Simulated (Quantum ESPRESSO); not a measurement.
# How the functional moves the magnetism of FePt (Tetraferroplatinum), part 2 of 3

Aim: see how far moments and order energies of FePt (Tetraferroplatinum) move with the functional, and what each rung costs.

Quantum ESPRESSO 7.5; LDA; plane waves with GBRV 1.5 LDA potentials, no spin-orbit coupling (settings of the first rung).

So far, largest spin moment in the atom's sphere (μB): step 2 (rung 1, start ferro +, LDA GBRV, Quantum ESPRESSO) 2.92; step 4 (rung 2, start ferro +, PBEsol GBRV, Quantum ESPRESSO) 3.00; step 5 (rung 2, start antiferro q=(0,1/2,0) +-, PBEsol GBRV, Quantum ESPRESSO) 2.95; step 6 (rung 3, start ferro +, PBE GBRV, Quantum ESPRESSO) 3.01; step 7 (rung 3, start antiferro q=(0,1/2,0) +-, PBE GBRV, Quantum ESPRESSO) 2.96.

## Step 8: Rung 4, start ferro +

Level of this step: WC; plane waves with GBRV 1.5 PBE potentials, no spin-orbit coupling (Quantum ESPRESSO).

pw.in

```
&CONTROL
  calculation = 'scf'
  prefix = 'pwscf'
  outdir = './tmp'
  pseudo_dir = './pseudo'
  disk_io = 'nowf'
/
&SYSTEM
  ibrav = 0
  nat = 2
  ntyp = 2
  ecutwfc = 40
  ecutrho = 280
  nbnd = 24
  input_dft = 'wc'
  occupations = 'smearing'
  smearing = 'fd'
  degauss = 0.00734986
  nspin = 2
  starting_magnetization(1) = 0.175
  starting_magnetization(2) = 0
/
&ELECTRONS
  conv_thr = 4d-09
  electron_maxstep = 150
  mixing_beta = 0.3
/
ATOMIC_SPECIES
Fe     55.8450 fe_pbe_v1.5.uspp.F.UPF
Pt    195.0840 pt_pbe_v1.4.uspp.F.UPF
CELL_PARAMETERS angstrom
   2.7235000000    0.0000000000    0.0000000000
   0.0000000000    2.7235000000    0.0000000000
   0.0000000000    0.0000000000    3.7200000000
ATOMIC_POSITIONS crystal
Fe      0.0000000000    0.0000000000    0.0000000000
Pt      0.5000000000    0.5000000000    0.5000000000
K_POINTS automatic
10 10 10 0 0 0
```

Launch:

```sh
$ OMP_NUM_THREADS=1 mpirun -n 4 pw.x -nk 4 -in pw.in > pw.out
```

Output:

```text
     [... lines left out ...]
Program PWSCF v.7.5 starts
     [... lines left out ...]
     number of atoms/cell      =            2
     [... lines left out ...]
     number of electrons       =        32.00
     number of Kohn-Sham states=           24
     kinetic-energy cutoff     =      40.0000  Ry
     charge density cutoff     =     280.0000  Ry
     scf convergence threshold =      4.0E-09
     [... lines left out ...]
     16 Sym. Ops., with inversion, found
     [... lines left out ...]
     number of k points=   126  Fermi-Dirac smearing, width (Ry)=  0.0073
     [... lines left out ...]
     iteration # 14     ecut=    40.00 Ry     beta= 0.30
     [... lines left out ...]
     Magnetic moment per site  (integrated on atomic sphere of radius R)
     atom   1 (R=0.406)  charge= 14.7176  magn=  3.0009
     atom   2 (R=0.406)  charge= 13.7937  magn=  0.3954
     [... lines left out ...]
     the Fermi energy is    19.8474 ev
!    total energy              =    -460.82008228 Ry
     estimated scf accuracy    <          8.6E-10 Ry
     smearing contrib. (-TS)   =      -0.00315314 Ry
     [... lines left out ...]
     total magnetization       =     3.35 Bohr mag/cell
     absolute magnetization    =     3.50 Bohr mag/cell
     convergence has been achieved in  14 iterations
```

Run time: 30 s. Hardware: 4 MPI ranks of AMD EPYC 7R43, shared host; peak memory 0.36 GiB; 2 min of CPU time.

Read from the output:

```yaml
magnetization: 3.347 μB
final_state: ferromagnetic
largest_moment: 3.001 μB
```

## Step 9: Rung 4, start antiferro q=(0,1/2,0) +-

pw.in

```
&CONTROL
  calculation = 'scf'
  prefix = 'pwscf'
  outdir = './tmp'
  pseudo_dir = './pseudo'
  disk_io = 'nowf'
/
&SYSTEM
  ibrav = 0
  nat = 4
  ntyp = 3
  ecutwfc = 40
  ecutrho = 280
  nbnd = 42
  input_dft = 'wc'
  occupations = 'smearing'
  smearing = 'fd'
  degauss = 0.00734986
  nspin = 2
  starting_magnetization(1) = 0.175
  starting_magnetization(2) = -0.175
  starting_magnetization(3) = 0
/
&ELECTRONS
  conv_thr = 8d-09
  electron_maxstep = 150
  mixing_beta = 0.3
/
ATOMIC_SPECIES
Fe1    55.8450 fe_pbe_v1.5.uspp.F.UPF
Fe2    55.8450 fe_pbe_v1.5.uspp.F.UPF
Pt    195.0840 pt_pbe_v1.4.uspp.F.UPF
CELL_PARAMETERS angstrom
   2.7235000000    0.0000000000    0.0000000000
   0.0000000000    5.4470000000    0.0000000000
   0.0000000000    0.0000000000    3.7200000000
ATOMIC_POSITIONS crystal
Fe1     0.0000000000    0.0000000000    0.0000000000
Fe2     0.0000000000    0.5000000000    0.0000000000
Pt      0.5000000000    0.2500000000    0.5000000000
Pt      0.5000000000    0.7500000000    0.5000000000
K_POINTS automatic
10 5 10 0 0 0
```

Output:

```text
     [... lines left out ...]
Program PWSCF v.7.5 starts
     [... lines left out ...]
     number of atoms/cell      =            4
     [... lines left out ...]
     number of electrons       =        64.00
     number of Kohn-Sham states=           42
     kinetic-energy cutoff     =      40.0000  Ry
     charge density cutoff     =     280.0000  Ry
     scf convergence threshold =      8.0E-09
     [... lines left out ...]
      8 Sym. Ops., with inversion, found
     [... lines left out ...]
     number of k points=   108  Fermi-Dirac smearing, width (Ry)=  0.0073
     [... lines left out ...]
     iteration # 16     ecut=    40.00 Ry     beta= 0.30
     [... lines left out ...]
     Magnetic moment per site  (integrated on atomic sphere of radius R)
     atom   1 (R=0.406)  charge= 14.7188  magn=  2.9528
     atom   2 (R=0.406)  charge= 14.7187  magn= -2.9528
     atom   3 (R=0.406)  charge= 13.7846  magn=  0.0000
     atom   4 (R=0.406)  charge= 13.7846  magn=  0.0000
     [... lines left out ...]
     the Fermi energy is    20.0484 ev
!    total energy              =    -921.63834346 Ry
     estimated scf accuracy    <          4.3E-09 Ry
     smearing contrib. (-TS)   =      -0.00884747 Ry
     [... lines left out ...]
     total magnetization       =    -0.00 Bohr mag/cell
     absolute magnetization    =     6.28 Bohr mag/cell
     convergence has been achieved in  16 iterations
```

The job ended after 1.8 min (4 MPI ranks; peak memory 0.6 GiB; 7.1 min of CPU time).

Read from the output:

```yaml
magnetization: 0 μB
final_state: antiferromagnetic
largest_moment: 2.953 μB
```

## Step 10: Rung 5, start ferro +

pw.in

```
&CONTROL
  calculation = 'scf'
  prefix = 'pwscf'
  outdir = './tmp'
  pseudo_dir = './pseudo'
  disk_io = 'nowf'
/
&SYSTEM
  ibrav = 0
  nat = 2
  ntyp = 2
  ecutwfc = 40
  ecutrho = 280
  nbnd = 24
  input_dft = 'revpbe'
  occupations = 'smearing'
  smearing = 'fd'
  degauss = 0.00734986
  nspin = 2
  starting_magnetization(1) = 0.175
  starting_magnetization(2) = 0
/
&ELECTRONS
  conv_thr = 4d-09
  electron_maxstep = 150
  mixing_beta = 0.3
/
ATOMIC_SPECIES
Fe     55.8450 fe_pbe_v1.5.uspp.F.UPF
Pt    195.0840 pt_pbe_v1.4.uspp.F.UPF
CELL_PARAMETERS angstrom
   2.7235000000    0.0000000000    0.0000000000
   0.0000000000    2.7235000000    0.0000000000
   0.0000000000    0.0000000000    3.7200000000
ATOMIC_POSITIONS crystal
Fe      0.0000000000    0.0000000000    0.0000000000
Pt      0.5000000000    0.5000000000    0.5000000000
K_POINTS automatic
10 10 10 0 0 0
```

Output:

```text
     [... lines left out ...]
Program PWSCF v.7.5 starts
     [... lines left out ...]
     number of atoms/cell      =            2
     [... lines left out ...]
     number of electrons       =        32.00
     number of Kohn-Sham states=           24
     kinetic-energy cutoff     =      40.0000  Ry
     charge density cutoff     =     280.0000  Ry
     scf convergence threshold =      4.0E-09
     [... lines left out ...]
     16 Sym. Ops., with inversion, found
     [... lines left out ...]
     number of k points=   126  Fermi-Dirac smearing, width (Ry)=  0.0073
     [... lines left out ...]
     iteration # 14     ecut=    40.00 Ry     beta= 0.30
     [... lines left out ...]
     Magnetic moment per site  (integrated on atomic sphere of radius R)
     atom   1 (R=0.406)  charge= 14.7108  magn=  3.0207
     atom   2 (R=0.406)  charge= 13.8077  magn=  0.4045
     [... lines left out ...]
     the Fermi energy is    20.0771 ev
!    total energy              =    -461.16387102 Ry
     estimated scf accuracy    <          2.3E-09 Ry
     smearing contrib. (-TS)   =      -0.00308291 Ry
     [... lines left out ...]
     total magnetization       =     3.36 Bohr mag/cell
     absolute magnetization    =     3.55 Bohr mag/cell
     convergence has been achieved in  14 iterations
```

It took 34 s on 4 MPI ranks; peak memory 0.36 GiB; 2.2 min of CPU time.

Numbers from this step:

| Quantity | Value |
| --- | --- |
| magnetization | 3.358 μB |
| final state | ferromagnetic |
| largest moment | 3.021 μB |

## Step 11: Rung 5, start antiferro q=(0,1/2,0) +-

pw.in

```
&CONTROL
  calculation = 'scf'
  prefix = 'pwscf'
  outdir = './tmp'
  pseudo_dir = './pseudo'
  disk_io = 'nowf'
/
&SYSTEM
  ibrav = 0
  nat = 4
  ntyp = 3
  ecutwfc = 40
  ecutrho = 280
  nbnd = 42
  input_dft = 'revpbe'
  occupations = 'smearing'
  smearing = 'fd'
  degauss = 0.00734986
  nspin = 2
  starting_magnetization(1) = 0.175
  starting_magnetization(2) = -0.175
  starting_magnetization(3) = 0
/
&ELECTRONS
  conv_thr = 8d-09
  electron_maxstep = 150
  mixing_beta = 0.3
/
ATOMIC_SPECIES
Fe1    55.8450 fe_pbe_v1.5.uspp.F.UPF
Fe2    55.8450 fe_pbe_v1.5.uspp.F.UPF
Pt    195.0840 pt_pbe_v1.4.uspp.F.UPF
CELL_PARAMETERS angstrom
   2.7235000000    0.0000000000    0.0000000000
   0.0000000000    5.4470000000    0.0000000000
   0.0000000000    0.0000000000    3.7200000000
ATOMIC_POSITIONS crystal
Fe1     0.0000000000    0.0000000000    0.0000000000
Fe2     0.0000000000    0.5000000000    0.0000000000
Pt      0.5000000000    0.2500000000    0.5000000000
Pt      0.5000000000    0.7500000000    0.5000000000
K_POINTS automatic
10 5 10 0 0 0
```

Output:

```text
     [... lines left out ...]
Program PWSCF v.7.5 starts
     [... lines left out ...]
     number of atoms/cell      =            4
     [... lines left out ...]
     number of electrons       =        64.00
     number of Kohn-Sham states=           42
     kinetic-energy cutoff     =      40.0000  Ry
     charge density cutoff     =     280.0000  Ry
     scf convergence threshold =      8.0E-09
     [... lines left out ...]
      8 Sym. Ops., with inversion, found
     [... lines left out ...]
     number of k points=   108  Fermi-Dirac smearing, width (Ry)=  0.0073
     [... lines left out ...]
     iteration # 18     ecut=    40.00 Ry     beta= 0.30
     [... lines left out ...]
     Magnetic moment per site  (integrated on atomic sphere of radius R)
     atom   1 (R=0.406)  charge= 14.7111  magn=  2.9799
     atom   2 (R=0.406)  charge= 14.7112  magn= -2.9799
     atom   3 (R=0.406)  charge= 13.7991  magn= -0.0000
     atom   4 (R=0.406)  charge= 13.7991  magn= -0.0000
     [... lines left out ...]
     the Fermi energy is    20.2810 ev
!    total energy              =    -922.32437436 Ry
     estimated scf accuracy    <          2.3E-09 Ry
     smearing contrib. (-TS)   =      -0.00868673 Ry
     [... lines left out ...]
     total magnetization       =     0.00 Bohr mag/cell
     absolute magnetization    =     6.35 Bohr mag/cell
     convergence has been achieved in  18 iterations
```

Run time: 2.1 min. Hardware: 4 MPI ranks; peak memory 0.61 GiB.

Read from the output:

```
magnetization  : 0 μB
final state    : antiferromagnetic
largest moment : 2.980 μB
```

## Step 12: Rung 6, start ferro +

pw.in

```
&CONTROL
  calculation = 'scf'
  prefix = 'pwscf'
  outdir = './tmp'
  pseudo_dir = './pseudo'
  disk_io = 'nowf'
/
&SYSTEM
  ibrav = 0
  nat = 2
  ntyp = 2
  ecutwfc = 40
  ecutrho = 280
  nbnd = 24
  input_dft = 'rpbe'
  occupations = 'smearing'
  smearing = 'fd'
  degauss = 0.00734986
  nspin = 2
  starting_magnetization(1) = 0.175
  starting_magnetization(2) = 0
/
&ELECTRONS
  conv_thr = 4d-09
  electron_maxstep = 150
  mixing_beta = 0.3
/
ATOMIC_SPECIES
Fe     55.8450 fe_pbe_v1.5.uspp.F.UPF
Pt    195.0840 pt_pbe_v1.4.uspp.F.UPF
CELL_PARAMETERS angstrom
   2.7235000000    0.0000000000    0.0000000000
   0.0000000000    2.7235000000    0.0000000000
   0.0000000000    0.0000000000    3.7200000000
ATOMIC_POSITIONS crystal
Fe      0.0000000000    0.0000000000    0.0000000000
Pt      0.5000000000    0.5000000000    0.5000000000
K_POINTS automatic
10 10 10 0 0 0
```

Output:

```text
     [... lines left out ...]
Program PWSCF v.7.5 starts
     [... lines left out ...]
     number of atoms/cell      =            2
     [... lines left out ...]
     number of electrons       =        32.00
     number of Kohn-Sham states=           24
     kinetic-energy cutoff     =      40.0000  Ry
     charge density cutoff     =     280.0000  Ry
     scf convergence threshold =      4.0E-09
     [... lines left out ...]
     16 Sym. Ops., with inversion, found
     [... lines left out ...]
     number of k points=   126  Fermi-Dirac smearing, width (Ry)=  0.0073
     [... lines left out ...]
     iteration # 14     ecut=    40.00 Ry     beta= 0.30
     [... lines left out ...]
     Magnetic moment per site  (integrated on atomic sphere of radius R)
     atom   1 (R=0.406)  charge= 14.7092  magn=  3.0246
     atom   2 (R=0.406)  charge= 13.8095  magn=  0.4052
     [... lines left out ...]
     the Fermi energy is    20.1058 ev
!    total energy              =    -461.19775248 Ry
     estimated scf accuracy    <          2.3E-09 Ry
     smearing contrib. (-TS)   =      -0.00307282 Ry
     [... lines left out ...]
     total magnetization       =     3.36 Bohr mag/cell
     absolute magnetization    =     3.55 Bohr mag/cell
     convergence has been achieved in  14 iterations
```

Elapsed: 31 s, on 4 MPI ranks; peak memory 0.36 GiB.

Numbers from this step:

- magnetization: 3.36 μB
- final state: ferromagnetic
- largest moment: 3.025 μB

## Step 13: Rung 6, start antiferro q=(0,1/2,0) +-

pw.in

```
&CONTROL
  calculation = 'scf'
  prefix = 'pwscf'
  outdir = './tmp'
  pseudo_dir = './pseudo'
  disk_io = 'nowf'
/
&SYSTEM
  ibrav = 0
  nat = 4
  ntyp = 3
  ecutwfc = 40
  ecutrho = 280
  nbnd = 42
  input_dft = 'rpbe'
  occupations = 'smearing'
  smearing = 'fd'
  degauss = 0.00734986
  nspin = 2
  starting_magnetization(1) = 0.175
  starting_magnetization(2) = -0.175
  starting_magnetization(3) = 0
/
&ELECTRONS
  conv_thr = 8d-09
  electron_maxstep = 150
  mixing_beta = 0.3
/
ATOMIC_SPECIES
Fe1    55.8450 fe_pbe_v1.5.uspp.F.UPF
Fe2    55.8450 fe_pbe_v1.5.uspp.F.UPF
Pt    195.0840 pt_pbe_v1.4.uspp.F.UPF
CELL_PARAMETERS angstrom
   2.7235000000    0.0000000000    0.0000000000
   0.0000000000    5.4470000000    0.0000000000
   0.0000000000    0.0000000000    3.7200000000
ATOMIC_POSITIONS crystal
Fe1     0.0000000000    0.0000000000    0.0000000000
Fe2     0.0000000000    0.5000000000    0.0000000000
Pt      0.5000000000    0.2500000000    0.5000000000
Pt      0.5000000000    0.7500000000    0.5000000000
K_POINTS automatic
10 5 10 0 0 0
```

Output:

```text
     [... lines left out ...]
Program PWSCF v.7.5 starts
     [... lines left out ...]
     number of atoms/cell      =            4
     [... lines left out ...]
     number of electrons       =        64.00
     number of Kohn-Sham states=           42
     kinetic-energy cutoff     =      40.0000  Ry
     charge density cutoff     =     280.0000  Ry
     scf convergence threshold =      8.0E-09
     [... lines left out ...]
      8 Sym. Ops., with inversion, found
     [... lines left out ...]
     number of k points=   108  Fermi-Dirac smearing, width (Ry)=  0.0073
     [... lines left out ...]
     iteration # 18     ecut=    40.00 Ry     beta= 0.30
     [... lines left out ...]
     Magnetic moment per site  (integrated on atomic sphere of radius R)
     atom   1 (R=0.406)  charge= 14.7095  magn=  2.9851
     atom   2 (R=0.406)  charge= 14.7095  magn= -2.9851
     atom   3 (R=0.406)  charge= 13.8010  magn= -0.0000
     atom   4 (R=0.406)  charge= 13.8010  magn= -0.0000
     [... lines left out ...]
     the Fermi energy is    20.3103 ev
!    total energy              =    -922.39195928 Ry
     estimated scf accuracy    <          2.7E-09 Ry
     smearing contrib. (-TS)   =      -0.00865567 Ry
     [... lines left out ...]
     total magnetization       =     0.00 Bohr mag/cell
     absolute magnetization    =     6.36 Bohr mag/cell
     convergence has been achieved in  18 iterations
```

Elapsed: 1.9 min, on 4 MPI ranks; peak memory 0.6 GiB.

This step gave:

```yaml
magnetization: 0 μB
final_state: antiferromagnetic
largest_moment: 2.985 μB
```

(Continued in part 3 of 3.)

[Long decimals in the printed logs are rounded to 6 places.]

[Logs and program files are shortened in this print: banners, set-up blocks, solver, clock and traceback lines can be left out without a mark of their own.]

[Logs are printed without paths, hosts, clocks, repeated set-up lines and the standing remarks that a program may print on its own settings, such as how far it seeks lower states.]

[Hosts, paths, dates, database ids (printed as entryN), source tags and the programs' standing remarks are cut or masked in the printed files.]

[Where the starting crystal was built by hand or by swapping elements, it need not be the compound's stable phase.]

[Where a cell is said to come from a database of computed structures, the database is the Materials Project.]

[Lattice constants that a cell's source calls measured were typed from memory.]
